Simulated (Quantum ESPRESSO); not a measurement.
# 1T-PtSe2, 2 layers, AA stacking, stepped through biaxial strain, part 4 of 6

Aim: how the results for 1T-PtSe2, 2 layers, AA stacking change with biaxial strain.

Quantum ESPRESSO 7.5; plane-wave DFT, PBE, GBRV ultrasoft pseudopotentials.

So far. Step 3 (Relaxation with pw.x, -4 %): The relaxation lowers the energy by 36 meV an atom. Step 6 (Bands along a path, -4 %): Along this path the valence top lies between K and Γ and the conduction bottom between K and Γ.

## Step 7: Relaxation with pw.x, -3 %

Level of this step: plane-wave DFT, PBE-D3(BJ), GBRV ultrasoft pseudopotentials (Quantum ESPRESSO 7.5).

The input, m1.relax.in:

```
&control
  prefix = 'm1.relax'
  outdir = './out'
  pseudo_dir = './pseudo'
  nstep = 40
  forc_conv_thr = 0.0003
  calculation = 'relax'
  tstress = .true.
/
&system
  ibrav = 0
  nat = 6
  ntyp = 2
  ecutwfc = 50
  ecutrho = 250
  vdw_corr = 'grimme-d3'
  dftd3_version = 4
  occupations = 'smearing'
  smearing = 'fd'
  degauss = 0.002
/
&electrons
  conv_thr = 1e-09
  mixing_beta = 0.4
  electron_maxstep = 120
  mixing_mode = 'plain'
/
&ions
/
ATOMIC_SPECIES
  Se  78.9710  se_pbe_v1.uspp.F.UPF
  Pt  195.0840  pt_pbe_v1.4.uspp.F.UPF
CELL_PARAMETERS angstrom
  3.62418020250000 0.00000000000000 0.00000000000000
  -1.81209010125000 3.13863212340000 0.00000000000000
  0.00000000000000 0.00000000000000 22.73543559100000
ATOMIC_POSITIONS crystal
  Se  0.666666666700 0.333333333300 0.332943178200
  Pt  0.000000000000 0.000000000000 0.390978847400
  Se  0.333333333300 0.666666666700 0.447610907600
  Se  0.666666666700 0.333333333300 0.552389092400
  Pt  0.000000000000 0.000000000000 0.609021152600
  Se  0.333333333300 0.666666666700 0.667056821800
K_POINTS automatic
  12 12 1 0 0 0
```

On the command line:

```console
OMP_NUM_THREADS=1 mpirun -n 4 pw.x -nk 4 -in m1.relax.in > m1.relax.out
```

The log of the run:

```text
[banner, memory and clock lines left out]
Program PWSCF v.7.5 starts
[...]
Message from routine setup:
[...]
number of electrons       =        56.00
     number of Kohn-Sham states=           34
     kinetic-energy cutoff     =      50.0000  Ry
     charge density cutoff     =     250.0000  Ry
[...]
number of k points=    19  Fermi-Dirac smearing, width (Ry)=  0.0020
[...]
Dense  grid:   116545 G-vectors     FFT dimensions: (  36,  36, 225)
[...]
negative rho (up, down):  3.661E-01 0.000E+00
     Starting wfcs are   40 randomized atomic wfcs
[...]
negative rho (up, down):  3.453E-01 0.000E+00
[...]
estimated scf accuracy    <       3.64952944 Ry
[...]
negative rho (up, down):  3.491E-01 0.000E+00
[...]
estimated scf accuracy    <       2.35180139 Ry
[...]
negative rho (up, down):  3.483E-01 0.000E+00
[...]
estimated scf accuracy    <       0.32749307 Ry
[...]
negative rho (up, down):  3.457E-01 0.000E+00
[...]
estimated scf accuracy    <       0.10152502 Ry
[...]
negative rho (up, down):  3.441E-01 0.000E+00
[...]
estimated scf accuracy    <       0.00573225 Ry
[...]
negative rho (up, down):  3.443E-01 0.000E+00
[...]
estimated scf accuracy    <       0.00095406 Ry
[...]
negative rho (up, down):  3.443E-01 0.000E+00
[...]
estimated scf accuracy    <       0.00002683 Ry
[...]
negative rho (up, down):  3.444E-01 0.000E+00
[...]
estimated scf accuracy    <       0.00002297 Ry
[...]
negative rho (up, down):  3.444E-01 0.000E+00
[...]
estimated scf accuracy    <       0.00000035 Ry
[...]
negative rho (up, down):  3.444E-01 0.000E+00
[...]
estimated scf accuracy    <       0.00000047 Ry
[...]
negative rho (up, down):  3.444E-01 0.000E+00
[...]
estimated scf accuracy    <       0.00000006 Ry
[...]
negative rho (up, down):  3.444E-01 0.000E+00
[...]
estimated scf accuracy    <          1.3E-09 Ry
[...]
negative rho (up, down):  3.444E-01 0.000E+00
[...]
the Fermi energy is     2.9196 ev
!    total energy              =    -596.11251768 Ry
     estimated scf accuracy    <          1.1E-10 Ry
     smearing contrib. (-TS)   =      -0.00001495 Ry
     internal energy E=F+TS    =    -596.11250273 Ry
[...]
one-electron contribution =   -2600.49072508 Ry
     hartree contribution      =    1313.67727667 Ry
     xc contribution           =    -232.88585962 Ry
     ewald contribution        =     923.75826041 Ry
[...]
convergence has been achieved in  13 iterations
     negative rho (up, down):  3.444E-01 0.000E+00
[...]
Total force =     0.060226     Total SCF correction =     0.000074
[...]
negative rho (up, down):  3.444E-01 0.000E+00
[...]
negative rho (up, down):  3.445E-01 0.000E+00
[...]
negative rho (up, down):  3.445E-01 0.000E+00
[...]
estimated scf accuracy    <       0.00008641 Ry
[...]
negative rho (up, down):  3.445E-01 0.000E+00
[...]
estimated scf accuracy    <       0.00011366 Ry
[...]
negative rho (up, down):  3.445E-01 0.000E+00
[...]
estimated scf accuracy    <       0.00008650 Ry
[...]
negative rho (up, down):  3.446E-01 0.000E+00
[...]
estimated scf accuracy    <       0.00001152 Ry
[...]
negative rho (up, down):  3.446E-01 0.000E+00
[...]
estimated scf accuracy    <       0.00000036 Ry
[...]
negative rho (up, down):  3.446E-01 0.000E+00
[...]
estimated scf accuracy    <       0.00000007 Ry
[...]
negative rho (up, down):  3.446E-01 0.000E+00
[...]
estimated scf accuracy    <          2.5E-09 Ry
[...]
negative rho (up, down):  3.446E-01 0.000E+00
[...]
the Fermi energy is     2.9083 ev
!    total energy              =    -596.11562676 Ry
     estimated scf accuracy    <          3.3E-10 Ry
     smearing contrib. (-TS)   =      -0.00002134 Ry
     internal energy E=F+TS    =    -596.11560542 Ry
[...]
one-electron contribution =   -2594.70505728 Ry
     hartree contribution      =    1310.82637761 Ry
     xc contribution           =    -232.84473418 Ry
     ewald contribution        =     920.77907372 Ry
[...]
convergence has been achieved in   8 iterations
     negative rho (up, down):  3.446E-01 0.000E+00
[...]
Total force =     0.043135     Total SCF correction =     0.000067
[...]
negative rho (up, down):  3.446E-01 0.000E+00
[...]
negative rho (up, down):  3.446E-01 0.000E+00
[...]
negative rho (up, down):  3.447E-01 0.000E+00
[...]
estimated scf accuracy    <       0.00011911 Ry
[...]
negative rho (up, down):  3.447E-01 0.000E+00
[...]
estimated scf accuracy    <       0.00038947 Ry
[...]
negative rho (up, down):  3.447E-01 0.000E+00
[...]
estimated scf accuracy    <       0.00009043 Ry
[...]
negative rho (up, down):  3.447E-01 0.000E+00
[...]
estimated scf accuracy    <       0.00000883 Ry
[...]
negative rho (up, down):  3.447E-01 0.000E+00
[...]
estimated scf accuracy    <       0.00000043 Ry
[...]
negative rho (up, down):  3.447E-01 0.000E+00
[...]
estimated scf accuracy    <       0.00000007 Ry
[...]
negative rho (up, down):  3.447E-01 0.000E+00
[...]
estimated scf accuracy    <          1.7E-09 Ry
[...]
negative rho (up, down):  3.447E-01 0.000E+00
[...]
the Fermi energy is     2.8936 ev
!    total energy              =    -596.11784817 Ry
     estimated scf accuracy    <          1.8E-10 Ry
     smearing contrib. (-TS)   =      -0.00003070 Ry
     internal energy E=F+TS    =    -596.11781747 Ry
[...]
one-electron contribution =   -2587.78572364 Ry
     hartree contribution      =    1307.41127135 Ry
     xc contribution           =    -232.80136176 Ry
     ewald contribution        =     917.22902937 Ry
[...]
convergence has been achieved in   8 iterations
     negative rho (up, down):  3.447E-01 0.000E+00
[...]
Total force =     0.025546     Total SCF correction =     0.000054
[...]
negative rho (up, down):  3.447E-01 0.000E+00
[...]
negative rho (up, down):  3.446E-01 0.000E+00
[...]
negative rho (up, down):  3.447E-01 0.000E+00
[...]
estimated scf accuracy    <       0.00035258 Ry
[...]
negative rho (up, down):  3.447E-01 0.000E+00
[...]
estimated scf accuracy    <       0.00246801 Ry
[...]
negative rho (up, down):  3.447E-01 0.000E+00
[...]
estimated scf accuracy    <       0.00012139 Ry
[...]
negative rho (up, down):  3.447E-01 0.000E+00
[...]
estimated scf accuracy    <       0.00001798 Ry
[...]
negative rho (up, down):  3.445E-01 0.000E+00
[...]
negative rho (up, down):  3.445E-01 0.000E+00
[...]
estimated scf accuracy    <       0.00002984 Ry
[...]
negative rho (up, down):  3.445E-01 0.000E+00
[...]
estimated scf accuracy    <       0.00038189 Ry
[...]
negative rho (up, down):  3.445E-01 0.000E+00
[...]
estimated scf accuracy    <       0.00000131 Ry
[...]
negative rho (up, down):  3.445E-01 0.000E+00
[...]
estimated scf accuracy    <       0.00000059 Ry
[...]
negative rho (up, down):  3.445E-01 0.000E+00
[...]
estimated scf accuracy    <       0.00000004 Ry
[...]
negative rho (up, down):  3.445E-01 0.000E+00
[...]
estimated scf accuracy    <          7.0E-09 Ry
[...]
negative rho (up, down):  3.445E-01 0.000E+00
[...]
estimated scf accuracy    <          3.6E-10 Ry
[...]
negative rho (up, down):  3.445E-01 0.000E+00
[...]
estimated scf accuracy    <          2.2E-10 Ry
[...]
negative rho (up, down):  3.445E-01 0.000E+00
[...]
the Fermi energy is     2.8654 ev
!    total energy              =    -596.11915391 Ry
     estimated scf accuracy    <          1.6E-12 Ry
     smearing contrib. (-TS)   =      -0.00005009 Ry
     internal energy E=F+TS    =    -596.11910383 Ry
[...]
one-electron contribution =   -2574.15628780 Ry
     hartree contribution      =    1300.66334722 Ry
     xc contribution           =    -232.73603385 Ry
     ewald contribution        =     910.28042793 Ry
[...]
convergence has been achieved in   9 iterations
     negative rho (up, down):  3.445E-01 0.000E+00
[...]
Total force =     0.006329     Total SCF correction =     0.000005
[...]
negative rho (up, down):  3.445E-01 0.000E+00
[...]
WARNING: bfgs curvature condition failed, Theta= 0.971
[...]
negative rho (up, down):  3.457E-01 0.000E+00
[...]
negative rho (up, down):  3.457E-01 0.000E+00
[...]
estimated scf accuracy    <       0.00006068 Ry
[...]
negative rho (up, down):  3.457E-01 0.000E+00
[...]
estimated scf accuracy    <       0.00078644 Ry
[...]
negative rho (up, down):  3.457E-01 0.000E+00
[...]
estimated scf accuracy    <       0.00000234 Ry
[...]
negative rho (up, down):  3.457E-01 0.000E+00
[...]
estimated scf accuracy    <       0.00000053 Ry
[...]
negative rho (up, down):  3.457E-01 0.000E+00
[...]
estimated scf accuracy    <       0.00000009 Ry
[...]
negative rho (up, down):  3.457E-01 0.000E+00
[...]
estimated scf accuracy    <       0.00000002 Ry
[...]
negative rho (up, down):  3.457E-01 0.000E+00
[...]
estimated scf accuracy    <          1.4E-09 Ry
[...]
negative rho (up, down):  3.457E-01 0.000E+00
[...]
estimated scf accuracy    <          5.3E-10 Ry
[...]
negative rho (up, down):  3.457E-01 0.000E+00
[...]
estimated scf accuracy    <          4.3E-11 Ry
[...]
negative rho (up, down):  3.457E-01 0.000E+00
[...]
the Fermi energy is     2.8627 ev
!    total energy              =    -596.11921500 Ry
     estimated scf accuracy    <          3.8E-12 Ry
     smearing contrib. (-TS)   =      -0.00004940 Ry
     internal energy E=F+TS    =    -596.11916560 Ry
[...]
one-electron contribution =   -2571.30799705 Ry
     hartree contribution      =    1299.24264003 Ry
     xc contribution           =    -232.73237369 Ry
     ewald contribution        =     908.84901651 Ry
[...]
convergence has been achieved in  10 iterations
     negative rho (up, down):  3.457E-01 0.000E+00
[...]
Total force =     0.006466     Total SCF correction =     0.000017
[...]
negative rho (up, down):  3.457E-01 0.000E+00
[...]
negative rho (up, down):  3.480E-01 0.000E+00
[...]
negative rho (up, down):  3.480E-01 0.000E+00
[...]
estimated scf accuracy    <       0.00016318 Ry
[...]
negative rho (up, down):  3.480E-01 0.000E+00
[...]
estimated scf accuracy    <       0.00204860 Ry
[...]
negative rho (up, down):  3.480E-01 0.000E+00
[...]
estimated scf accuracy    <       0.00000814 Ry
[...]
negative rho (up, down):  3.480E-01 0.000E+00
[...]
estimated scf accuracy    <       0.00000076 Ry
[...]
negative rho (up, down):  3.480E-01 0.000E+00
[...]
estimated scf accuracy    <       0.00000031 Ry
[...]
negative rho (up, down):  3.480E-01 0.000E+00
[...]
estimated scf accuracy    <       0.00000001 Ry
[...]
negative rho (up, down):  3.480E-01 0.000E+00
[...]
estimated scf accuracy    <          1.6E-09 Ry
[...]
negative rho (up, down):  3.480E-01 0.000E+00
[...]
estimated scf accuracy    <          1.2E-10 Ry
[...]
negative rho (up, down):  3.480E-01 0.000E+00
[...]
negative rho (up, down):  3.556E-01 0.000E+00
[...]
negative rho (up, down):  3.596E-01 0.000E+00
[...]
negative rho (up, down):  3.596E-01 0.000E+00
[...]
estimated scf accuracy    <       0.00298149 Ry
[...]
negative rho (up, down):  3.596E-01 0.000E+00
[...]
estimated scf accuracy    <       0.04173107 Ry
[...]
negative rho (up, down):  3.596E-01 0.000E+00
[...]
estimated scf accuracy    <       0.00009880 Ry
[...]
negative rho (up, down):  3.596E-01 0.000E+00
[...]
estimated scf accuracy    <       0.00001277 Ry
[...]
negative rho (up, down):  3.596E-01 0.000E+00
[...]
estimated scf accuracy    <       0.00000212 Ry
[...]
negative rho (up, down):  3.596E-01 0.000E+00
[...]
estimated scf accuracy    <       0.00000035 Ry
[...]
negative rho (up, down):  3.596E-01 0.000E+00
[...]
estimated scf accuracy    <       0.00000009 Ry
[...]
negative rho (up, down):  3.596E-01 0.000E+00
[...]
estimated scf accuracy    <          7.2E-10 Ry
[...]
negative rho (up, down):  3.596E-01 0.000E+00
[...]
estimated scf accuracy    <          4.8E-10 Ry
[...]
negative rho (up, down):  3.596E-01 0.000E+00
[...]
estimated scf accuracy    <          4.3E-11 Ry
[...]
negative rho (up, down):  3.596E-01 0.000E+00
[...]
the Fermi energy is     2.8324 ev
!    total energy              =    -596.12001358 Ry
     estimated scf accuracy    <          4.7E-12 Ry
     smearing contrib. (-TS)   =      -0.00002963 Ry
     internal energy E=F+TS    =    -596.11998396 Ry
[...]
one-electron contribution =   -2530.87230745 Ry
     hartree contribution      =    1279.04765213 Ry
     xc contribution           =    -232.70470511 Ry
     ewald contribution        =     888.57831170 Ry
[...]
convergence has been achieved in  11 iterations
     negative rho (up, down):  3.596E-01 0.000E+00
[...]
Total force =     0.007007     Total SCF correction =     0.000020
[...]
negative rho (up, down):  3.596E-01 0.000E+00
[...]
negative rho (up, down):  3.554E-01 0.000E+00
[...]
negative rho (up, down):  3.553E-01 0.000E+00
[...]
estimated scf accuracy    <       0.00728926 Ry
[...]
negative rho (up, down):  3.553E-01 0.000E+00
[...]
estimated scf accuracy    <       0.10433814 Ry
[...]
negative rho (up, down):  3.553E-01 0.000E+00
[...]
estimated scf accuracy    <       0.00024032 Ry
[...]
negative rho (up, down):  3.553E-01 0.000E+00
[...]
estimated scf accuracy    <       0.00003325 Ry
[...]
negative rho (up, down):  3.553E-01 0.000E+00
[...]
estimated scf accuracy    <       0.00000822 Ry
[...]
negative rho (up, down):  3.553E-01 0.000E+00
[...]
estimated scf accuracy    <       0.00000119 Ry
[...]
negative rho (up, down):  3.553E-01 0.000E+00
[...]
estimated scf accuracy    <       0.00000013 Ry
[...]
negative rho (up, down):  3.553E-01 0.000E+00
[...]
estimated scf accuracy    <          3.7E-09 Ry
[...]
negative rho (up, down):  3.553E-01 0.000E+00
[...]
estimated scf accuracy    <          1.8E-09 Ry
[...]
negative rho (up, down):  3.553E-01 0.000E+00
[...]
estimated scf accuracy    <          1.2E-10 Ry
[...]
negative rho (up, down):  3.553E-01 0.000E+00
[...]
```

It took 12 min on 4 MPI ranks of Arm Neoverse V2, shared host; peak memory 0.94 GiB.

Relaxation path:

```tsv
step	energy less that of the first step (eV)	largest force (eV/Å)
1	0.0000	0.8478
2	-0.0423	0.6199
3	-0.0725	0.3865
4	-0.0897	0.0709
5	-0.0903	0.0760
6	-0.0911	0.0881
7	-0.0925	0.0992
8	-0.0946	0.1088
9	-0.0977	0.1157
10	-0.1020	0.1177
11	-0.1072	0.1115
12	-0.1123	0.0907
13	-0.1145	0.0571
14	-0.1149	0.0282
15	-0.1150	0.0105
16	-0.1150	0.0026
```

The atoms that moved most (Å):

```tsv
atom	dx	dy	dz	length
Se1	0.000	0.000	-0.227	0.227
Se6	0.000	0.000	0.227	0.227
Pt5	0.000	0.000	0.162	0.162
Pt2	0.000	0.000	-0.162	0.162
Se4	0.000	0.000	0.097	0.097
Se3	0.000	0.000	-0.097	0.097
```

The relaxed structure:

```xyz
6
Lattice="3.6242 0.0000 0.0000 -1.8121 3.1386 0.0000 0.0000 0.0000 22.7354" Properties=species:S:1:pos:R:3
Se    1.8121    1.0462    7.3426
Pt    0.0000    0.0000    8.7268
Se    0.0000    2.0924   10.0797
Se    1.8121    1.0462   12.6558
Pt    0.0000    0.0000   14.0086
Se    0.0000    2.0924   15.3929
```

The relaxation lowers the energy by 19 meV an atom.

This step gave:

| Quantity | Value |
| --- | --- |
| free energy | -8110.6390 eV |
| Fermi energy | 2.760 eV |

## Step 8: SCF with pw.x, -3 %

Level of this step: plane-wave DFT, PBE, GBRV ultrasoft pseudopotentials (Quantum ESPRESSO 7.5).

The input, m1.scf.in:

```
&control
  prefix = 'm1.scf'
  outdir = './out'
  pseudo_dir = './pseudo'
  calculation = 'scf'
  tprnfor = .true.
/
&system
  ibrav = 0
  nat = 6
  ntyp = 2
  ecutwfc = 40
  ecutrho = 200
  occupations = 'smearing'
  smearing = 'fd'
  degauss = 0.002
  nbnd = 32
/
&electrons
  conv_thr = 1e-09
  mixing_beta = 0.4
  electron_maxstep = 120
  mixing_mode = 'plain'
/
ATOMIC_SPECIES
  Se  78.9710  se_pbe_v1.uspp.F.UPF
  Pt  195.0840  pt_pbe_v1.4.uspp.F.UPF
CELL_PARAMETERS angstrom
  3.62418020250000 0.00000000000000 0.00000000000000
  -1.81209010125000 3.13863212340000 0.00000000000000
  0.00000000000000 0.00000000000000 22.73543559100000
ATOMIC_POSITIONS crystal
  Se  0.666666666700 0.333333333300 0.322956379200
  Pt  0.000000000000 0.000000000000 0.383842199300
  Se  0.333333333300 0.666666666700 0.443346688300
  Se  0.666666666700 0.333333333300 0.556653311700
  Pt  0.000000000000 0.000000000000 0.616157800700
  Se  0.333333333300 0.666666666700 0.677043620800
K_POINTS automatic
  12 12 1 0 0 0
```

On the command line:

```console
OMP_NUM_THREADS=1 mpirun -n 4 pw.x -nk 4 -in m1.scf.in > m1.scf.out
```

The log of the run:

```text
[banner, memory and clock lines left out]
Program PWSCF v.7.5 starts
[...]
Message from routine setup:
[...]
number of electrons       =        56.00
     number of Kohn-Sham states=           32
     kinetic-energy cutoff     =      40.0000  Ry
     charge density cutoff     =     200.0000  Ry
[...]
number of k points=    19  Fermi-Dirac smearing, width (Ry)=  0.0020
[...]
Dense  grid:    83485 G-vectors     FFT dimensions: (  32,  32, 200)
[...]
negative rho (up, down):  3.661E-01 0.000E+00
     Starting wfcs are   40 randomized atomic wfcs
[...]
negative rho (up, down):  3.452E-01 0.000E+00
[...]
estimated scf accuracy    <       3.70923005 Ry
[...]
negative rho (up, down):  3.487E-01 0.000E+00
[...]
estimated scf accuracy    <       2.68998758 Ry
[...]
negative rho (up, down):  3.481E-01 0.000E+00
[...]
estimated scf accuracy    <       0.47395741 Ry
[...]
negative rho (up, down):  3.450E-01 0.000E+00
[...]
estimated scf accuracy    <       0.13256761 Ry
[...]
negative rho (up, down):  3.434E-01 0.000E+00
[...]
estimated scf accuracy    <       0.00768416 Ry
[...]
negative rho (up, down):  3.435E-01 0.000E+00
[...]
estimated scf accuracy    <       0.00138003 Ry
[...]
negative rho (up, down):  3.435E-01 0.000E+00
[...]
estimated scf accuracy    <       0.00003697 Ry
[...]
negative rho (up, down):  3.436E-01 0.000E+00
[...]
estimated scf accuracy    <       0.00004620 Ry
[...]
negative rho (up, down):  3.436E-01 0.000E+00
[...]
estimated scf accuracy    <       0.00000086 Ry
[...]
negative rho (up, down):  3.436E-01 0.000E+00
[...]
estimated scf accuracy    <       0.00000068 Ry
[...]
negative rho (up, down):  3.436E-01 0.000E+00
[...]
estimated scf accuracy    <       0.00000009 Ry
[...]
negative rho (up, down):  3.436E-01 0.000E+00
[...]
estimated scf accuracy    <       0.00000001 Ry
[...]
negative rho (up, down):  3.436E-01 0.000E+00
[...]
the Fermi energy is     2.7601 ev
!    total energy              =    -595.95316799 Ry
     estimated scf accuracy    <          1.6E-10 Ry
     smearing contrib. (-TS)   =      -0.00000269 Ry
     internal energy E=F+TS    =    -595.95316530 Ry
[...]
one-electron contribution =   -2415.37283396 Ry
     hartree contribution      =    1221.31981309 Ry
     xc contribution           =    -232.67821138 Ry
     ewald contribution        =     830.77806695 Ry
     convergence has been achieved in  13 iterations
     negative rho (up, down):  3.436E-01 0.000E+00
[...]
Total force =     0.008152     Total SCF correction =     0.000069
[...]
```

It took 39 s on 4 MPI ranks; peak memory 0.53 GiB.

Numbers from this step:

* free energy: -8108.3559 eV
* valence top, on the run's zero: 2.561 eV
* conduction bottom, on the run's zero: 2.968 eV
* gap by band count: 0.4069 eV

(Part 4 of 6 ends here.)

[Logs are printed without paths, hosts, clocks, repeated set-up lines and the standing remarks that a program may print on its own settings, such as how far it seeks lower states.]

[Hosts, paths, dates, database ids (printed as entryN), source tags and the programs' standing remarks are cut or masked in the printed files.]

[Maps of the electrostatic potential energy from Ansatz leave out the sawtooth potential of an applied field or a dipole correction, so their vacuum need not be flat; planar profiles and work functions include it.]
